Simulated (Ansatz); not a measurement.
## TiAl3 (I4/mmm): phonon-mediated transition temperature

Aim: the phonon-mediated transition temperature of TiAl3 (I4/mmm) at ambient pressure, over a range of μ*. The cell shown first is a relaxed one, from steps not shown here.

Calculated with Ansatz 0.2.0; DFT PBE, scalar-relativistic, plane waves, PAW; PAW set soft_1.

**1. The cell after earlier relaxation steps**

The structure is tetragonal, space group I4/mmm (No. 139). Conventional cell: a = 3.845 Å, b = 3.845 Å, c = 8.621 Å, α = 90.00°, β = 90.00°, γ = 90.00°. Nearest to Ti lie 12 Al at 2.72 to 2.89 Å. Al has 4 Ti at 2.72 Å and 8 Al at 2.89 Å nearest. Al has 8 Al at 2.72 to 2.89 Å and 4 Ti at 2.89 Å nearest. Farther neighbours are not listed.

**2. Electron–phonon run: q 3×3×3, k 12×12×12, scattering 16×16×16**

The run that gives the couplings also evaluates McMillan's and Allen and Dynes's formulas and, where asked, the Eliashberg equations, over a range of μ*.

Input file input.yaml:

```yaml
crystal:
  lattice:
    - [-1.9224402859, 1.9224402859, 4.3105310401]
    - [1.9224402859, -1.9224402859, 4.3105310401]
    - [1.9224402859, 1.9224402859, -4.3105310401]
  atoms:
    - { symbol: Ti, position: [0.0, 0.0, 0.0] }
    - { symbol: Al, position: [0.5, 0.5, 0.0] }
    - { symbol: Al, position: [0.75, 0.25, 0.5] }
    - { symbol: Al, position: [0.25, 0.75, 0.5] }
kpoints:
  mp_grid: { grid: [12, 12, 12] }
hamiltonian:
  xc: pbe
  pseudopotentials: { kind: paw, azcp: { folder: soft_1 } }
scf:
  occupations: { method: methfessel_paxton, width: 0.2 }
output:
  eigenvalues: true
phonons:
  method: dfpt
  qmesh: [3, 3, 3]
  temperatures: { t_max: 1000, t_step: 50 }
  qpath:
    path:
      - [0.0, 0.0, 0.0]
      - [0.0, 0.0, 0.5]
      - [0.25, 0.25, 0.25]
      - [0.0, 0.5, 0.0]
      - [0.0, 0.0, 0.0]
      - [0.5, 0.5, -0.5]
    npoints: 6
  electrical_resistivity:
    mesh: [16, 16, 16]
    temperatures: [20.0, 50.0, 80.0, 100.0, 150.0, 200.0, 273.0, 300.0, 400.0, 500.0, 600.0, 800.0]
  superconductivity: { mesh: [16, 16, 16] }
```

Command:

```bash
$ ansatz run input.yaml --threads 16 --pin off --max-ram 92160MiB --backend cuda --events-out ev --progress --plain --runs-dir out --max-vram 78GiB
```

Numbers of over 12 decimals in the logs are rounded to 6 here.

The log of the run:

```text
Engine: ansatz 0.2.0, aarch64-unknown-linux-gnu
Pseudopotentials: kind: paw
Pseudopotential: Ti, paw, valence charge 12, recommended cutoff 420 eV (normal), soft_1/Ti.paw.azcp
Pseudopotential: Al, paw, valence charge 3, recommended cutoff 420 eV (normal), soft_1/Al.paw.azcp
Functional definition: PBE
  parameter kappa = 0.804
  parameter beta = 0.066725
  exchange = pbe_x(kappa = kappa, mu = beta*pi^2/3)
  correlation = pbe_c(beta = beta)
[...]
Crystal: 4 atoms, lattice volume = 63.723 Å³
Basis set: ecut = 420 eV, 1299 PW (Γ), exchange–correlation on 72×72×72 points (8 copies of the dense FFT grid, shifted against one another)
Bands: 15, of which v1, the nominal top of the filled ones, is band 11 counted from 1 (10 counted from 0)
Symmetry: 16 space group operations
k-points: 163 of 1728
Non-local potential: Ti, projectors of the file, l = 0: 3, l = 1: 2, l = 2: 3, l = 3: 1
Non-local potential: Al, projectors of the file, l = 0: 2, l = 1: 2, l = 2: 1
PAW form: soft (Blöchl's): semilocal exchange-correlation on the pseudo side does not see the compensation charge
PAW one-centre angular grid: Ti, 590 points (default); XC on 64 Gauss nodes
PAW one-centre angular grid: Al, 110 points (default); XC on 64 Gauss nodes
Initial density: superposition of atomic densities (chi_scale 0.1, normalization cell, long waves kept (reshape's long-wave potential 0.00 eV rms))
Initial wavefunctions: pseudopotential atomic-orbital guess
[...]
Functional: x = pbe(κ = 0.804, μ = 0.219515), c = pbe(β = 0.066725)
SCF iter   1: F=—  HF=-4114.036488 eV  |F-HF|=—  |Δ(HF+E_count)|=         —  Δρ=2.88e-2  dr2=6.20e-1  ethr=3.10e-3  ⟨swp⟩=4.9  Hψ=12482  notcnv=0
preconditioner: auto → Kerker (q_TF=auto, 2.267 Å⁻¹)  [metal: Δε(μ)=0.001 eV  Ē_g=5.497 eV  σ=0.200 eV  W_gap=0.01  n_scr=10 (ndim 8)  ℏωp=16.8 eV  f_vac=0.000  D(μ)=1.70/eV (n_scr^D=10)]
SCF iter   2: F=—  HF=-4113.896011 eV  |F-HF|=—  |Δ(HF+E_count)|=   1.40e-1  S|Δr|=    0.00e0  Δρ=1.84e-2  dr2=2.78e-1  ethr=2.95e-3  ⟨swp⟩=2.0  Hψ=4329  notcnv=0
[...]
SCF iter  10: F=-4113.764506 eV  HF=-4113.764506 eV  |F-HF|=9.09e-13  |Δ(HF+E_count)|=  6.37e-12  S|Δr|=    0.00e0  Δρ=2.17e-8  dr2=4.25e-13  ethr=1.00e-12  ⟨swp⟩=4.1  Hψ=9052  notcnv=0
SCF 1 converged in 10 iterations: F = -4113.764506 eV  dr2 = 4.25e-13
  greatest PAW one-centre occupation: 0.999 electrons in one spin orbital (limit 2), on the Ti atom at site 0 (counted from 0), in its partial waves of l = 0
phonons: the bands overlap, so this run is a metal and interpolates without the dipole-dipole term. If the crystal is really an insulator or semiconductor, its LO-TO splitting is missing
[...]
NSCF: frozen V_eff on 163 k-points, pencils in batches of 32, up to order 60
[...]
NSCF: frozen V_eff on 163 k-points
[...]
DFPT response loops at q = (0, 0, 0) (fractional): preconditioner auto → Kerker (q_TF=auto, 2.267 Å⁻¹) (partly filled bands, converged f_vac=0.000); β = 1.00, the filter's whole step (`scf.mixing.beta` (0.50) is not read by the response loops under this deck's `scf.mixing.preconditioner`; to damp them name `kerker` or `kerker_dos`, under which they read `scf.mixing.beta`, and type it under 1.00, their step now; both keys bind the ground state too); Anderson in place of MSR1; while a model of the screening serves, it and β = 1 on shorter waves in the place of filter and β
[...]
NSCF: frozen V_eff on 163 k-points
[...]
DFPT response loops at q = (0, 0, 0.333333) (fractional): mixed as the last ones told, above
[...]
DFPT response loops at q = (0, 0.333333, 0) (fractional): mixed as the last ones told, above
[...]
DFPT response loops at q = (0, 0.333333, 0.333333) (fractional): mixed as the last ones told, above
[...]
DFPT response loops at q = (0.333333, 0.333333, -0.333333) (fractional): mixed as the last ones told, above
[...]
DFPT response loops at q = (0.333333, -0.333333, 0.333333) (fractional): mixed as the last ones told, above
[...]
SCF iter   1: F=—  HF=-4114.036488 eV  |F-HF|=—  |Δ(HF+E_count)|=         —  Δρ=2.88e-2  dr2=6.20e-1  ethr=3.10e-3  ⟨swp⟩=4.9  Hψ=12482  notcnv=0
[...]
SCF 2 converged in 10 iterations: F = -4113.764506 eV  dr2 = 4.23e-13
[...]
SCF converged after 10 iterations
[...]
Hall coefficient in a weak field at 50 K (a third of the trace): 1.662e-10 m³/C (as a tensor it moves by 21.0 % between the two finest meshes); by each state's relaxation time: 1.277e-10 m³/C; by a constant relaxation time: 1.019e-11 m³/C
  mean free path at 80 K (of a tensor a third of its trace): 266 nm by what each carries, 220 by the Fermi surface alone
  Hall coefficient in a weak field at 80 K (a third of the trace): 1.232e-10 m³/C (as a tensor it moves by 20.2 % between the two finest meshes); by each state's relaxation time: 9.903e-11 m³/C; by a constant relaxation time: 1.016e-11 m³/C
  mean free path at 100 K (of a tensor a third of its trace): 129 nm by what each carries, 109 by the Fermi surface alone
  Hall coefficient in a weak field at 100 K (a third of the trace): 1.036e-10 m³/C (as a tensor it moves by 18.3 % between the two finest meshes); by each state's relaxation time: 8.619e-11 m³/C; by a constant relaxation time: 1.011e-11 m³/C
  mean free path at 150 K (of a tensor a third of its trace): 45.7 nm by what each carries, 40.7 by the Fermi surface alone
  Hall coefficient in a weak field at 150 K (a third of the trace): 7.847e-11 m³/C (as a tensor it moves by 15.6 % between the two finest meshes); by each state's relaxation time: 7.013e-11 m³/C; by a constant relaxation time: 1.007e-11 m³/C
  mean free path at 200 K (of a tensor a third of its trace): 26.3 nm by what each carries, 24.2 by the Fermi surface alone
  Hall coefficient in a weak field at 200 K (a third of the trace): 6.894e-11 m³/C (as a tensor it moves by 15.1 % between the two finest meshes); by each state's relaxation time: 6.386e-11 m³/C; by a constant relaxation time: 1.018e-11 m³/C
  mean free path at 273 K (of a tensor a third of its trace): 16.4 nm by what each carries, 15.4 by the Fermi surface alone
  Hall coefficient in a weak field at 273 K (a third of the trace): 6.408e-11 m³/C (as a tensor it moves by 15.4 % between the two finest meshes); by each state's relaxation time: 6.073e-11 m³/C; by a constant relaxation time: 1.054e-11 m³/C
  mean free path at 300 K (of a tensor a third of its trace): 14.5 nm by what each carries, 13.6 by the Fermi surface alone
  Hall coefficient in a weak field at 300 K (a third of the trace): 6.338e-11 m³/C (as a tensor it moves by 15.5 % between the two finest meshes); by each state's relaxation time: 6.035e-11 m³/C; by a constant relaxation time: 1.072e-11 m³/C
  mean free path at 400 K (of a tensor a third of its trace): 10.2 nm by what each carries, 9.60 by the Fermi surface alone
  Hall coefficient in a weak field at 400 K (a third of the trace): 6.282e-11 m³/C (as a tensor it moves by 15.3 % between the two finest meshes); by each state's relaxation time: 6.043e-11 m³/C; by a constant relaxation time: 1.156e-11 m³/C
  mean free path at 500 K (of a tensor a third of its trace): 7.94 nm by what each carries, 7.46 by the Fermi surface alone
  Hall coefficient in a weak field at 500 K (a third of the trace): 6.375e-11 m³/C (as a tensor it moves by 14.4 % between the two finest meshes); by each state's relaxation time: 6.168e-11 m³/C; by a constant relaxation time: 1.264e-11 m³/C
  mean free path at 600 K (of a tensor a third of its trace): 6.52 nm by what each carries, 6.10 by the Fermi surface alone
  Hall coefficient in a weak field at 600 K (a third of the trace): 6.542e-11 m³/C (as a tensor it moves by 13.5 % between the two finest meshes); by each state's relaxation time: 6.357e-11 m³/C; by a constant relaxation time: 1.392e-11 m³/C
  mean free path at 800 K (of a tensor a third of its trace): 4.81 nm by what each carries, 4.46 by the Fermi surface alone
  Hall coefficient in a weak field at 800 K (a third of the trace): 7.006e-11 m³/C (as a tensor it moves by 11.7 % between the two finest meshes); by each state's relaxation time: 6.860e-11 m³/C; by a constant relaxation time: 1.679e-11 m³/C
  the resistivity times a path that all electrons share, by the Fermi surface of the deck's mesh alone (a third of the trace): 1.455e-15 Ω·m²
  not converged in the mesh (λ; the resistivity at 20 K by 19.56 %; the resistivity at 50 K by 9.67 %; the resistivity at 80 K by 11.77 %; the resistivity at 100 K by 11.98 %; the resistivity at 150 K by 12.07 %; the resistivity at 200 K by 12.10 %; the resistivity at 273 K by 12.11 %; the resistivity at 300 K by 12.11 %; the resistivity at 400 K by 12.13 %; the resistivity at 500 K by 12.14 %; the resistivity at 600 [...]
  vibrations of 27 cells: unjudged by the run; compare a larger repeat
  the changes of the potential over all sites missed a rigid shift's by 0.00 % (the site terms' by 0.08 %)
  at the force constants' own smearing the fine mesh and the k-points of their solves give squared frequencies that differ by 0.4 % of the larger at the most, at (0, 0, 0.3333)
--- Superconductivity: potentials and phonons of a 3×3×3 supercell ---
           mesh         λ    ħω_log (meV)  μ* declared at (meV)
       16×16×16    0.1683          29.096               31.884
          8×8×8    0.1643          29.174               31.831
          4×4×4    0.1552          29.623               31.970
  λ by the species' shares of the modes' patterns: Ti 0.0438, Al 0.1246
  with the Fermi level up to 46.7 meV (the hardest mode) off, states and modes as they are: density of states 0.8328 to 0.8927 /eV of one spin and cell, λ 0.1616 to 0.1751
  transition temperature on the deck's mesh (K), isotropic and anisotropic, restricted to the Fermi surface (FSR) and over the full bandwidth (FBW), and the last with the density of states resolved in a narrower window:
        μ*   McMillan   Allen–Dynes      iso. FSR      iso. FBW    aniso. FSR    aniso. FBW  narrow window
      0.08      0.000         0.000    none_found    none_found    none_found    none_found     none_found
      0.10      0.000         0.000    none_found    none_found    none_found    none_found     none_found
      0.12      0.000         0.000    none_found    none_found    none_found    none_found     none_found
      0.13      0.000         0.000    none_found    none_found    none_found    none_found     none_found
      0.14      0.000         0.000    none_found    none_found    none_found    none_found     none_found
      0.16          -             -    none_found    none_found    none_found    none_found     none_found
      0.20          -             -    none_found    none_found    none_found    none_found     none_found
  none_found: no transition down to 0.1 K
  isotope coefficients −∂ln Tc/∂ln M under μ* = 0.13, the force constants as they are, of the isotropic transitions restricted to the Fermi surface and over the full bandwidth: Ti - and -, Al - and -
  not converged in the mesh (λ): between neighbouring meshes, the two finest first, λ moves by 2.38 % and 5.57 % and the anisotropic transition temperature over the full bandwidth at μ* = 0.13 by nothing (neither mesh has one) and nothing (neither mesh has one); converged means that the two finest part by at most 2.00 % and 5.00 %
  vibrations of 27 cells: unjudged by the run; compare a larger repeat
  the changes of the potential over all sites missed a rigid shift's by 0.00 % (the site terms' by 0.08 %)
  at the force constants' own smearing the fine mesh and the k-points of their solves give squared frequencies that differ by 0.4 % of the larger at the most, at (0, 0, 0.3333)
```

Elapsed: 55 s, on 1 × NVIDIA GB200 with 16 threads of Arm Neoverse V2, shared host; peak memory 4.1 GiB; 8 min of CPU time.

Numbers from this step:

- volume per atom: 15.93 Å³/atom
- metallic on mesh: yes
- gap on the k-mesh: 0 eV
- zero point energy: 0.1864 eV/cell
- share of imaginary modes in the plain interpolation between solved wavevectors: 0
- highest frequency, solved or plainly interpolated: 373.8 cm⁻¹
- Debye temperature (second moment): 482 K
- resistivity at 300 K: 10.7 μΩ cm, mean of the axes
- coupling constant λ: 0.1683
- density of states at the Fermi level: 0.8611 states/eV a spin and cell
- log mean phonon energy ħω_log: 29.1 meV
- transport coupling constant λ_tr: 0.1871, 0.1871, 0.1668 (xx, yy, zz)
- Drude plasma energy: 4.32, 4.32, 3.95 eV (xx, yy, zz)
- resistivity times mean free path: 14.2, 14.2, 15.25 × 10⁻¹⁶ Ω m² (xx, yy, zz)
- second-moment phonon energy ħω₂: 31.88 meV

An empty cell: under 1 mK by a formula, or no transition down to the floor of the Eliashberg search. Transition temperatures:

```tsv
μ*	McMillan Tc (K)	Allen–Dynes Tc (K)
0.08	-	-
0.1	-	-
0.12	-	-
0.13	-	-
0.14	-	-
0.16	-	-
0.2	-	-
```

**3. Coupling and resistivity: q 4×4×4, k 12×12×12, scattering 20×20×20**

The next rung changes the q mesh, which sets the reach of the force constants and couplings; the scattering mesh, which samples the Fermi surface.

input.yaml, as its differences from that of step 2:

```diff
@@ -21,3 +21,3 @@
   method: dfpt
-  qmesh: [3, 3, 3]
+  qmesh: [4, 4, 4]
   temperatures: { t_max: 1000, t_step: 50 }
@@ -33,4 +33,4 @@
   electrical_resistivity:
-    mesh: [16, 16, 16]
+    mesh: [20, 20, 20]
     temperatures: [20.0, 50.0, 80.0, 100.0, 150.0, 200.0, 273.0, 300.0, 400.0, 500.0, 600.0, 800.0]
-  superconductivity: { mesh: [16, 16, 16] }
+  superconductivity: { mesh: [20, 20, 20] }
```

The log of the run:

```text
[...]
Crystal: 4 atoms, lattice volume = 63.723 Å³
Basis set: ecut = 420 eV, 1299 PW (Γ), exchange–correlation on 72×72×72 points (8 copies of the dense FFT grid, shifted against one another)
Bands: 15, of which v1, the nominal top of the filled ones, is band 11 counted from 1 (10 counted from 0)
Symmetry: 16 space group operations
k-points: 163 of 1728
[...]
SCF iter   1: F=—  HF=-4114.036488 eV  |F-HF|=—  |Δ(HF+E_count)|=         —  Δρ=2.88e-2  dr2=6.20e-1  ethr=3.10e-3  ⟨swp⟩=4.9  Hψ=12482  notcnv=0
[...]
SCF iter   2: F=—  HF=-4113.896011 eV  |F-HF|=—  |Δ(HF+E_count)|=   1.40e-1  S|Δr|=    0.00e0  Δρ=1.84e-2  dr2=2.78e-1  ethr=2.95e-3  ⟨swp⟩=2.0  Hψ=4329  notcnv=0
[...]
SCF iter  10: F=-4113.764506 eV  HF=-4113.764506 eV  |F-HF|=9.09e-13  |Δ(HF+E_count)|=  6.37e-12  S|Δr|=    0.00e0  Δρ=2.17e-8  dr2=4.25e-13  ethr=1.00e-12  ⟨swp⟩=4.1  Hψ=9052  notcnv=0
SCF 1 converged in 10 iterations: F = -4113.764506 eV  dr2 = 4.25e-13
[...]
NSCF: frozen V_eff on 163 k-points, pencils in batches of 32, up to order 60
[...]
NSCF: frozen V_eff on 163 k-points
[...]
SCF 2 converged in 10 iterations: F = -4113.764506 eV  dr2 = 4.23e-13
[...]
SCF converged after 10 iterations
[...]
not converged in the mesh (λ; λ_tr; the resistivity at 20 K by 11.57 %; the resistivity at 50 K by 3.50 %; the resistivity at 80 K by 2.74 %; the resistivity at 100 K by 2.45 %; the resistivity at 150 K by 2.28 %; the resistivity at 200 K by 2.22 %; the resistivity at 273 K by 2.23 %; the resistivity at 300 K by 2.24 %; the resistivity at 400 K by 2.32 %; the resistivity at 500 K by 2.38 %; the resistivity at 600 K [...]
  vibrations of 64 cells: unjudged by the run; compare a larger repeat
[...]
--- Superconductivity: potentials and phonons of a 4×4×4 supercell ---
           mesh         λ    ħω_log (meV)  μ* declared at (meV)
       20×20×20    0.1673          29.198               31.961
       10×10×10    0.1595          29.206               31.904
          5×5×5    0.1649          29.304               31.756
  λ by the species' shares of the modes' patterns: Ti 0.0435, Al 0.1238
[...]
0.08      0.000         0.000    none_found    none_found    none_found    none_found     none_found
      0.10      0.000         0.000    none_found    none_found    none_found    none_found     none_found
      0.12      0.000         0.000    none_found    none_found    none_found    none_found     none_found
      0.13      0.000         0.000    none_found    none_found    none_found    none_found     none_found
      0.14      0.000         0.000    none_found    none_found    none_found    none_found     none_found
      0.16          -             -    none_found    none_found    none_found    none_found     none_found
      0.20          -             -    none_found    none_found    none_found    none_found     none_found
  none_found: no transition down to 0.1 K
[...]
vibrations of 64 cells: unjudged by the run; compare a larger repeat
[...]
```

Elapsed: 2.1 min, on 1 × NVIDIA GB200 with 16 threads; peak memory 8.9 GiB.

This step gave:

* zero point energy: 0.1865 eV/cell
* highest frequency, solved or plainly interpolated: 376.3 cm⁻¹
* resistivity at 300 K: 10.69 μΩ cm, mean of the axes
* coupling constant λ: 0.1673
* density of states at the Fermi level: 0.8561 states/eV a spin and cell
* log mean phonon energy ħω_log: 29.2 meV
* transport coupling constant λ_tr: 0.1858, 0.1858, 0.1663 (xx, yy, zz)
* Drude plasma energy: 4.313, 4.313, 3.95 eV (xx, yy, zz)
* resistivity times mean free path: 14.26, 14.26, 15.29 × 10⁻¹⁶ Ω m² (xx, yy, zz)
* second-moment phonon energy ħω₂: 31.96 meV

An empty cell: under 1 mK by a formula, or no transition down to the floor of the Eliashberg search. Transition temperatures:

```tsv
μ*	McMillan Tc (K)	Allen–Dynes Tc (K)
0.08	-	-
0.1	-	-
0.12	-	-
0.13	-	-
0.14	-	-
0.16	-	-
0.2	-	-
```

Between step 2 and this run (scattering mesh 20×20×20 and q mesh 4×4×4) the value for the log mean phonon energy ħω_log moves from 29.1 meV to 29.2 meV.

(Part 1 of 2 ends here.)

[Logs are printed without paths, hosts, clocks, repeated set-up lines and the standing remarks that a program may print on its own settings, such as how far it seeks lower states.]

[Hosts, paths, dates, database ids (printed as entryN), source tags and the programs' standing remarks are cut or masked in the printed files.]
